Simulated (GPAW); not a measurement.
# What relaxation does to the transmission of 10 junctions

A junction put together from bond lengths is quick to compute. How far is its transmission from that of the relaxed structure, and is geometry or basis the larger error?

**Method.** Relaxation in the dzp basis, within the symmetry of the start (GPAW, PBE, forces under 0.05 eV/Å; an orbital basis tends to overbind), lead ends held. Transmission: GPAW 26.7.0 in a basis of numerical atomic orbitals with PAW setups; lead and junction are solved self-consistently in repeated cells 9 Å or more across, their Hamiltonian and overlap matrices go into Green's functions with semi-infinite leads (ASE), and T is the Landauer transmission at zero bias, at the junction cell's Fermi level, for one spin or as the mean of both where a run is spin-polarised.

The runs side by side:

| junction | largest move (Å) | T as built, dzp | T relaxed, dzp | T relaxed, sz |
| --- | --- | --- | --- | --- |
| W chain with a Cl atom on top of one atom | 1.04 | 4.48 | 1.22 | 1.14 |
| Pt chain with an Au atom on top of one atom | 0.55 | 3.62 | 2.04 | 2.01 |
| Au chain with a Li atom on top of one atom | 0.51 | 0.999 | 0.951 | 0.957 |
| H2 in line between two Na chains | 0.37 | 0.608 | 0.342 | 0.396 |
| Mo chain with one H atom in line | 0.26 | 3.86 | 0.736 | 0.697 |
| Pt chain with a Cl atom bridging one bond | 0.20 | 2.1 | 2.57 | 2.53 |
| BN in line between two Rh chains | 0.11 | 1.9 | 1.71 | 1.75 |
| Ga chain with a Ti atom bridging one bond | 0.07 | 1.89 | 1.95 | 1.94 |
| Pd chain with two C atoms in line | 0.03 | 2.83 | 2.79 | 2.91 |
| Pt chain with one Li atom in line | 0.02 | 0.231 | 0.236 | 0.282 |

**Answer.** Relaxation raises T in 1 junctions, lowers it in 5 and leaves it within 5 % in 4. The largest change as a ratio is for Mo chain with one H atom in line, from 3.86 to 0.736. Moves over 0.6 Å, in 1 junctions, go beyond an adjustment of bond lengths: chain atoms buckled, a molecule turned or bonds were remade. In 8 of 10 cases the geometry matters more than the step from dzp to the minimal basis. The link between the largest move and the size of the change (r = 0.57) is weak or rests on one or two junctions.

What the numbers leave out: The cell length was held, so a junction may stay under tension or compression; the symmetry of the start was kept, and lower structures may exist. An evenly spaced straight chain is an idealisation of an electrode: free chains dimerise or zigzag, and their density of states has sharper edges than a bulk metal's. No run was spin-polarised, so magnetic states weren't tested. Spin-orbit coupling is left out, which matters for the heavier atoms here. Junctions whose dzp lead is shut at the Fermi level or whose end layer misses the lead by over 0.25 eV were left out, as were moves over 1.5 Å.
